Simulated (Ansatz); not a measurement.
## Li on Y(0001): change of the work function

Wanted: Δφ(θ) for Li/Y(0001), starting from the hcp site.

Method: plane-wave DFT, PBE-D3(BJ), Ansatz PAW, in the first sound run; inputs show where later runs differ, in Ansatz 0.2.0.

## 1. Starting point

The cell holds 4 atoms: 4 Y. Cell: a = 3.650 Å, b = 3.650 Å, c = 26.601 Å, α = 90.0°, β = 90.0°, γ = 60.0°. Vacuum lies along c.

Structure file:

```xyz
4
Lattice="3.6500 0.0000 0.0000 1.8250 3.1610 0.0000 0.0000 0.0000 26.6012" Properties=species:S:1:pos:R:3
Y     3.6500    2.1073    9.0000
Y     0.0000    0.0000   11.8671
Y     3.6500    2.1073   14.7341
Y     0.0000    0.0000   17.6012
```

## 2. The clean slab

The bare slab comes first, as the zero from which every change is counted. The two lowest layers are held at bulk places and the upper ones relax. The dipole correction removes the false field that a one-sided slab makes across the periodic vacuum, so each face gets a flat vacuum level of its own.

The input, input.yaml:

```yaml
crystal:
  lattice:
    - [3.65, 0.0, 0.0]
    - [1.825, 3.1609927238, 0.0]
    - [0.0, 0.0, 26.601225]
  atoms:
    - { symbol: "Y", position: [0.6666666667, 0.6666666667, 0.3383302837] }
    - { symbol: "Y", position: [0.0, 0.0, 0.4461100946] }
    - { symbol: "Y", position: [0.6666666667, 0.6666666667, 0.5538899054] }
    - { symbol: "Y", position: [0.0, 0.0, 0.6616697163] }
kpoints:
  mp_grid: { grid: [10, 10, 1] }
hamiltonian:
  xc: pbe
  dispersion: d3bj
scf:
  occupations: { method: fermi_dirac, width: 0.1 }
  convergence: { dr2_threshold: 1.0e-08 }
efield:
  axis: 3
  dipole_correction: true
  ramp_position: 0.97
  ramp_width: 0.06
relax:
  f_tol: 0.02
  max_steps: 60
  constraints: [{ sites: [0, 1] }]
output:
  write_potential: true
  write_density: true
  volumetric_format: npy
```

The run is started by

```
$ ansatz run input.yaml --threads 4 --pin off --max-ram 12288MiB --backend cpu --events-out ev --progress --plain --runs-dir out
```

Numbers of over 12 decimals in the logs are rounded to 6 here.

Output:

```text
Engine: ansatz 0.2.0, aarch64-unknown-linux-gnu
Pseudopotentials: kind: paw
Pseudopotential: Y, paw, valence charge 11, recommended cutoff 420 eV (normal), Y.paw.azcp
Functional definition: PBE
  parameter kappa = 0.804
  parameter beta = 0.066725
  exchange = pbe_x(kappa = kappa, mu = beta*pi^2/3)
  correlation = pbe_c(beta = beta)
Crystal: 4 atoms, lattice volume = 306.915 Å³
Basis set: ecut = 420 eV, 5921 PW (Γ), exchange–correlation on 50×50×360 points (8 copies of the dense FFT grid, shifted against one another)
Bands: 27, of which v1, the nominal top of the filled ones, is band 22 counted from 1 (21 counted from 0)
Symmetry: 6 space group operations
k-points: 14 of 100 (time reversal used)
Non-local potential: Y, projectors of the file, l = 0: 3, l = 1: 2, l = 2: 2, l = 3: 1
PAW form: soft (Blöchl's): semilocal exchange-correlation on the pseudo side does not see the compensation charge
PAW one-centre angular grid: Y, 590 points (default); XC on 64 Gauss nodes
Initial density: superposition of atomic densities (neutral atoms: chi_scale 0, normalization atom), corrected by the library's trained network
Initial wavefunctions: pseudopotential atomic-orbital guess
Functional: x = pbe(κ = 0.804, μ = 0.219515), c = pbe(β = 0.066725)
SCF iter   1: F=—  HF=-15394.401454 eV  |F-HF|=—  |Δ(HF+E_count)|=         —  Δρ=2.98e-3  dr2=7.12e-1  ethr=1.77e-3  p=0.000 e·Å  D=9.23e-15 V/Å  ΔV_dip=-0.00 eV  dr2_dipole=7.75e-7  V_vac-E_F(+/−)=2.98/2.98 eV  ⟨swp⟩=6.6  Hψ=3612  notcnv=0
efield: sawtooth ramp at fractional position 0.9700 (set: `efield.ramp_position`, or a place that a band, a saddle search or an elastic batch's reference lends), width 0.0600; the density the first Hamiltonian is built on has a dipole p = 0.000 e·Å; the dipole correction subtracts the counter field D = 9.23e-15 V/Å, which shifts the + side's vacuum level by -0.00 eV against the − side's; the planar-averaged density in the ramp window peaks in size at 3.3e-5 e/Å³
automatic band count: the SCF goes on with 32 bands, as 27 were too few: the levels above may hold too much charge
preconditioner: auto → LDOS  [metal: Δε(μ)=0.009 eV  Ē_g=2.540 eV  σ=0.100 eV  W_gap=0.02  n_scr=16 (ndim 8)  ℏωp=7.3 eV  f_vac=0.494  D(μ)=10.18/eV (n_scr^D=98)  β→1.0]
SCF iter   2: F=—  HF=-15394.384775 eV  |F-HF|=—  |Δ(HF+E_count)|=   1.67e-2  Δρ=9.48e-4  dr2=5.17e-3  ethr=1.62e-3  p=-0.000 e·Å  D=-6.67e-6 V/Å  ΔV_dip=0.00 eV  dr2_dipole=1.36e-9  V_vac-E_F(+/−)=3.25/3.25 eV  ⟨swp⟩=1.0  Hψ=560  notcnv=0
SCF iter   3: F=—  HF=-15394.385019 eV  |F-HF|=—  |Δ(HF+E_count)|=   2.45e-4  Δρ=5.43e-4  dr2=7.48e-3  ethr=1.18e-5  p=-0.000 e·Å  D=-2.65e-6 V/Å  ΔV_dip=0.00 eV  dr2_dipole=2.03e-7  V_vac-E_F(+/−)=3.30/3.30 eV  ⟨swp⟩=2.0  Hψ=712  notcnv=0
SCF iter   4: F=—  HF=-15394.384701 eV  |F-HF|=—  |Δ(HF+E_count)|=   3.18e-4  Δρ=1.92e-4  dr2=3.24e-4  ethr=1.18e-5  p=-0.000 e·Å  D=-5.50e-6 V/Å  ΔV_dip=0.00 eV  dr2_dipole=4.92e-7  V_vac-E_F(+/−)=3.34/3.34 eV  ⟨swp⟩=2.6  Hψ=662  notcnv=0
SCF iter   5: F=—  HF=-15394.384667 eV  |F-HF|=—  |Δ(HF+E_count)|=   3.38e-5  Δρ=4.24e-5  dr2=2.10e-5  ethr=7.36e-7  p=-0.000 e·Å  D=-1.03e-6 V/Å  ΔV_dip=0.00 eV  dr2_dipole=8.96e-11  V_vac-E_F(+/−)=3.36/3.36 eV  ⟨swp⟩=2.0  Hψ=677  notcnv=0
SCF iter   6: F=—  HF=-15394.384674 eV  |F-HF|=—  |Δ(HF+E_count)|=   7.05e-6  Δρ=2.78e-5  dr2=5.43e-6  ethr=4.78e-8  p=-0.000 e·Å  D=-1.07e-6 V/Å  ΔV_dip=0.00 eV  dr2_dipole=1.88e-9  V_vac-E_F(+/−)=3.37/3.37 eV  ⟨swp⟩=2.0  Hψ=631  notcnv=0
SCF iter   7: F=—  HF=-15394.384728 eV  |F-HF|=—  |Δ(HF+E_count)|=   5.37e-5  Δρ=8.77e-6  dr2=1.42e-6  ethr=1.23e-8  p=-0.000 e·Å  D=-2.82e-7 V/Å  ΔV_dip=0.00 eV  dr2_dipole=1.09e-9  V_vac-E_F(+/−)=3.37/3.37 eV  ⟨swp⟩=2.0  Hψ=626  notcnv=0
SCF iter   8: F=—  HF=-15394.384728 eV  |F-HF|=—  |Δ(HF+E_count)|=   1.54e-7  Δρ=2.86e-6  dr2=5.09e-8  ethr=3.24e-9  p=-0.000 e·Å  D=-2.34e-7 V/Å  ΔV_dip=0.00 eV  dr2_dipole=4.26e-11  V_vac-E_F(+/−)=3.37/3.37 eV  ⟨swp⟩=1.7  Hψ=461  notcnv=0
SCF iter   9: F=-15394.384728 eV  HF=-15394.384728 eV  |F-HF|=2.91e-9  |Δ(HF+E_count)|=   1.01e-8  Δρ=9.02e-7  dr2=8.98e-9  ethr=2.27e-11  p=-0.000 e·Å  D=-1.28e-7 V/Å  ΔV_dip=0.00 eV  dr2_dipole=5.52e-13  V_vac-E_F(+/−)=3.37/3.37 eV  ⟨swp⟩=8.7  Hψ=2663  notcnv=0
SCF 1 converged in 9 iterations: F = -15394.384728 eV  dr2 = 8.98e-9
  greatest PAW one-centre occupation: 0.994 electrons in one spin orbital (limit 2), on the Y atom at site 3 (counted from 0), in its partial waves of l = 0
relax step   1: F+E_penalty+E_count = -15394.38472809 eV  Δ(F+E_penalty+E_count) = +0.000e0 eV  max|allowed force component| = 2.515e-1 eV/Å  Δτ_max = 0.0000 Å  (9 SCF iters, accepted)
Bands: 32, of which v1, the nominal top of the filled ones, is band 22 counted from 1 (21 counted from 0)
Initial density: handed on by an earlier stage of this run
Initial wavefunctions: those handed on with the density
iter 1 solved again at ethr=2.18e-3 eV; its pass at ethr=3.10e-3 eV (dr2=9.61e-1 eV) is discarded
SCF iter   1: F=—  HF=-15394.445230 eV  |F-HF|=—  |Δ(HF+E_count)|=         —  Δρ=4.27e-3  dr2=9.74e-1  ethr=2.18e-3  p=-0.000 e·Å  D=-1.22e-7 V/Å  ΔV_dip=0.00 eV  dr2_dipole=2.05e-3  V_vac-E_F(+/−)=3.41/3.41 eV  ⟨swp⟩=1.0  Hψ=1686  notcnv=0
efield: sawtooth ramp at fractional position 0.9700 (set: `efield.ramp_position`, or a place that a band, a saddle search or an elastic batch's reference lends), width 0.0600; the density the first Hamiltonian is built on has a dipole p = -0.000 e·Å; the dipole correction subtracts the counter field D = -1.22e-7 V/Å, which shifts the + side's vacuum level by +0.00 eV against the − side's; the planar-averaged density in the ramp window peaks in size at 6.9e-7 e/Å³
preconditioner: auto → LDOS  [metal: Δε(μ)=0.027 eV  Ē_g=2.608 eV  σ=0.100 eV  W_gap=0.07  n_scr=16 (ndim 8)  ℏωp=7.3 eV  f_vac=0.502  D(μ)=8.30/eV (n_scr^D=72)  β→1.0]
SCF iter   2: F=—  HF=-15394.406062 eV  |F-HF|=—  |Δ(HF+E_count)|=   3.92e-2  Δρ=1.70e-3  dr2=5.97e-2  ethr=2.18e-3  p=0.009 e·Å  D=5.53e-3 V/Å  ΔV_dip=-0.15 eV  dr2_dipole=1.80e-2  V_vac-E_F(+/−)=3.22/3.37 eV  ⟨swp⟩=1.9  Hψ=467  notcnv=0
SCF iter   3: F=—  HF=-15394.403070 eV  |F-HF|=—  |Δ(HF+E_count)|=   2.99e-3  Δρ=6.76e-4  dr2=1.06e-2  ethr=1.36e-4  p=0.004 e·Å  D=2.33e-3 V/Å  ΔV_dip=-0.06 eV  dr2_dipole=4.41e-5  V_vac-E_F(+/−)=3.31/3.37 eV  ⟨swp⟩=2.3  Hψ=694  notcnv=0
SCF iter   4: F=—  HF=-15394.402702 eV  |F-HF|=—  |Δ(HF+E_count)|=   3.68e-4  Δρ=2.63e-4  dr2=9.25e-4  ethr=2.40e-5  p=0.003 e·Å  D=1.88e-3 V/Å  ΔV_dip=-0.05 eV  dr2_dipole=1.13e-4  V_vac-E_F(+/−)=3.32/3.37 eV  ⟨swp⟩=1.3  Hψ=477  notcnv=0
SCF iter   5: F=—  HF=-15394.402666 eV  |F-HF|=—  |Δ(HF+E_count)|=   3.53e-5  Δρ=6.83e-5  dr2=3.97e-5  ethr=2.10e-6  p=0.002 e·Å  D=1.35e-3 V/Å  ΔV_dip=-0.04 eV  dr2_dipole=1.67e-6  V_vac-E_F(+/−)=3.33/3.37 eV  ⟨swp⟩=1.9  Hψ=565  notcnv=0
SCF iter   6: F=—  HF=-15394.402669 eV  |F-HF|=—  |Δ(HF+E_count)|=   2.97e-6  Δρ=2.62e-5  dr2=8.65e-6  ethr=9.03e-8  p=0.001 e·Å  D=8.41e-4 V/Å  ΔV_dip=-0.02 eV  dr2_dipole=1.19e-6  V_vac-E_F(+/−)=3.35/3.37 eV  ⟨swp⟩=2.4  Hψ=627  notcnv=0
SCF iter   7: F=—  HF=-15394.402724 eV  |F-HF|=—  |Δ(HF+E_count)|=   5.50e-5  Δρ=1.20e-5  dr2=2.40e-6  ethr=1.96e-8  p=0.001 e·Å  D=6.49e-4 V/Å  ΔV_dip=-0.02 eV  dr2_dipole=5.05e-7  V_vac-E_F(+/−)=3.35/3.37 eV  ⟨swp⟩=2.1  Hψ=602  notcnv=0
SCF iter   8: F=—  HF=-15394.402724 eV  |F-HF|=—  |Δ(HF+E_count)|=   3.81e-8  Δρ=3.66e-6  dr2=2.82e-7  ethr=5.45e-9  p=0.001 e·Å  D=5.85e-4 V/Å  ΔV_dip=-0.02 eV  dr2_dipole=4.00e-8  V_vac-E_F(+/−)=3.36/3.37 eV  ⟨swp⟩=2.3  Hψ=657  notcnv=0
SCF iter   9: F=-15394.402724 eV  HF=-15394.402724 eV  |F-HF|=3.54e-9  |Δ(HF+E_count)|=   5.18e-8  Δρ=1.10e-6  dr2=9.15e-9  ethr=2.27e-11  p=0.001 e·Å  D=5.63e-4 V/Å  ΔV_dip=-0.01 eV  dr2_dipole=1.68e-9  V_vac-E_F(+/−)=3.36/3.37 eV  ⟨swp⟩=8.0  Hψ=2820  notcnv=0
SCF 2 converged in 9 iterations: F = -15394.402724 eV  dr2 = 9.15e-9
relax step   2: F+E_penalty+E_count = -15394.40272435 eV  Δ(F+E_penalty+E_count) = -1.800e-2 eV  max|allowed force component| = 9.883e-3 eV/Å  Δτ_max = 0.1695 Å  (9 SCF iters, accepted)
NSCF: frozen V_eff on 14 k-points
the band table was solved once a step of the walk had ended and its energy, with any forces and stress, was formed, with the checks that follow a solve (2151 applications of the Hamiltonian). They found nothing against the state; the energy, forces and stress were not computed again (output.eigenvalues in the input reference)
WARN: The output density's exchange-correlation potential varies sharply where the density is thin. Do not read a vacuum level from v_tot or v_xc, or from such a field of the output density. On a cell that repeats whose density bears no net charge and no dipole along the vacuum's axis use v_es (v_loc + v_h of the components); under efield.dipole_correction with no amplitude use v_es + v_field, which holds any externa [...]
SCF converged after 9 iterations
Free energy (F): -15394.402724 eV
Harris-Foulkes:  -15394.402724 eV  (|F-HF|=3.54e-9)
Internal energy: -15394.102846 eV  (E = F + TS)
E sigma→0 (E₀):  -15394.252785 eV
Entropy (-TS):   -0.299878 eV (-74.970 meV/atom)
Fermi energy:    2.211225 eV
Dipole field:    D = 0.000518 V/Å  (p = 0.000879 e·Å, saw-weighted, corrected)
Work function:   Φ+ = 3.3570 eV   Φ− = 3.3708 eV
Levels:          The Fermi level and band energies are counted from a zero that moves with the ramp; work functions are not
--- Per-component energies (eV) ---
  E_band       = -805.684425
  E_kinetic    = 1215.832638
  E_local      = -25567.101699  (includes V_loc(G=0)·N_el)
  E_nonlocal   = 200.931647
  E_hartree    = 12174.567848
  E_xc         = -689.666354
  E_vxc        = -791.349368  (∫ρ·V_xc dr)
  E_paw        = -11301.452854  (= ΣΔE_a)
  E_vpaw       = -213.135963  (= ΣTr[D̂ρ^β])
  E_aug_tail   = 0.000013  (compensation charges beyond the density's cutoff)
  E_efield     = 0.000000  (sawtooth field / dipole correction)
  E_vefield    = 0.001188  (∫n·V_field dr)
  E_ewald      = 8573.816760
  E_disp       = -1.030844  (pairwise vdW)
  E_smearing   = -0.299878  (= −TS)
  E_closure    = 0.000000  (closes the sum)
  Σ components = -15394.402724   (vs F -15394.402724, Δ=0.00e0)
--- Forces (eV/Å), atoms counted from 1 ---
  atom   1  Y      0.00000000     0.00000000     0.24491148
  atom   2  Y      0.00000000    -0.00000000    -0.25148223
  atom   3  Y     -0.00000000     0.00000000    -0.00329788
  atom   4  Y      0.00000000    -0.00000000     0.00988309
  max |Σ_I F_I| component: 1.45e-5 eV/Å
--- Band table (eV; the first three rows and the last of 14) ---
  k-point 0: bands = [... 18 lower, -0.6406, 0.1682, 2.3695, 2.4062, 3.0615, 3.4248, 3.7248, 3.7248, ... 6 higher]
  k-point 1: bands = [... 18 lower, -0.4461, 0.3637, 2.3618, 2.4383, 2.8613, 3.3110, 3.4923, 3.5115, ... 6 higher]
  k-point 2: bands = [... 18 lower, 0.0678, 0.8621, 2.2232, 2.4000, 2.4597, 2.9031, 2.9787, 3.3111, ... 6 higher]
  k-point 13: bands = [... 18 lower, 1.5214, 1.7789, 1.8329, 2.0536, 2.2461, 2.5300, 2.6325, 2.7889, ... 6 higher]
--- Relaxed structure (2 steps of the walk, 2 accepted, 0 SCFs on fresh bases) ---
  F+E_penalty+E_count = -15394.40272435 eV   max|allowed force component| = 9.883e-3 eV/Å
  atoms:
    - { symbol: Y, position: [0.666667, 0.666667, 0.3383302837] }
    - { symbol: Y, position: [0.0, 0.0, 0.4461100946] }
    - { symbol: Y, position: [0.666667, 0.666667, 0.552433] }
    - { symbol: Y, position: [0, 0, 0.655297] }
```

Run time: 6 s. Hardware: 4 threads of Arm Neoverse V2, shared host; peak memory 0.6 GiB.

Relaxation path:

```
step  energy less that of the first step (eV)  largest force component (eV/Å)
   1                                   0.0000                          0.2515
   2                                  -0.0180                          0.0099
```

The run keeps the 6 symmetry operations that it works with, so distortions that break them were not tested.

The atoms that moved most (Å):

```
atom     dx     dy      dz  length
  Y4  0.000  0.000  -0.170   0.170
  Y3  0.000  0.000  -0.039   0.039
```

Final coordinates:

```xyz
4
Lattice="3.6500 0.0000 0.0000 1.8250 3.1610 0.0000 0.0000 0.0000 26.6012" Properties=species:S:1:pos:R:3
Y     3.6500    2.1073    9.0000
Y     0.0000    0.0000   11.8671
Y     3.6500    2.1073   14.6954
Y     0.0000    0.0000   17.4317
```

This step gave:

```
energy at zero smearing   : -15394.2528 eV
work function, upper face : 3.357 eV
dipole along the normal   : 8.79e-4 e·Å
```

Running mean over 2.867 Å of the planar mean; the ramp of the sawtooth is left out. The electron's electrostatic potential energy less the Fermi level by z:

z (Å), electron's electrostatic potential energy less the Fermi level (eV) and a bar from the least value:
```
      3.5       3.37 ##############################
      4.0       3.36 ##############################
      4.5       3.35 ##############################
      5.0       3.32 ##############################
      5.5       3.24 ##############################
      6.0       3.02 #############################
      6.5       2.50 ###########################
      7.0       1.14 #######################
      7.5      -1.41 ###############
      8.0      -4.09 ######
      8.5      -5.54 ##
      9.0      -5.84 #
      9.5      -5.73 #
     10.0      -5.58 ##
     10.5      -5.48 ##
     11.0      -5.44 ##
     11.5      -5.45 ##
     12.0      -5.50 ##
     12.5      -5.60 ##
     13.0      -5.71 #
     13.5      -5.70 #
     14.0      -5.57 ##
     14.5      -5.48 ##
     15.0      -5.53 ##
     15.5      -5.85 #
     16.0      -6.13 
     16.5      -6.10 
     17.0      -5.91 #
     17.5      -5.85 #
     18.0      -5.41 ##
     18.5      -3.76 #######
     19.0      -1.03 ################
     19.5       1.40 ########################
     20.0       2.58 ###########################
     20.5       3.05 #############################
     21.0       3.24 ##############################
     21.5       3.31 ##############################
     22.0       3.34 ##############################
     22.5       3.35 ##############################
     23.0       3.35 ##############################
```

The relaxation took 2 steps and lowered the energy by 0.018 eV; the largest force on the free atoms ends at 0.0099 eV/Å.

The work function of the upper face is 3.36 eV.

[end of part 1 of 5]

[Logs are printed without paths, hosts, clocks, repeated set-up lines and the standing remarks that a program may print on its own settings, such as how far it seeks lower states.]

[Hosts, paths, dates, database ids (printed as entryN), source tags and the programs' standing remarks are cut or masked in the printed files.]

[Maps of the electrostatic potential energy from Ansatz leave out the sawtooth potential of an applied field or a dipole correction, so their vacuum need not be flat; planar profiles and work functions include it.]
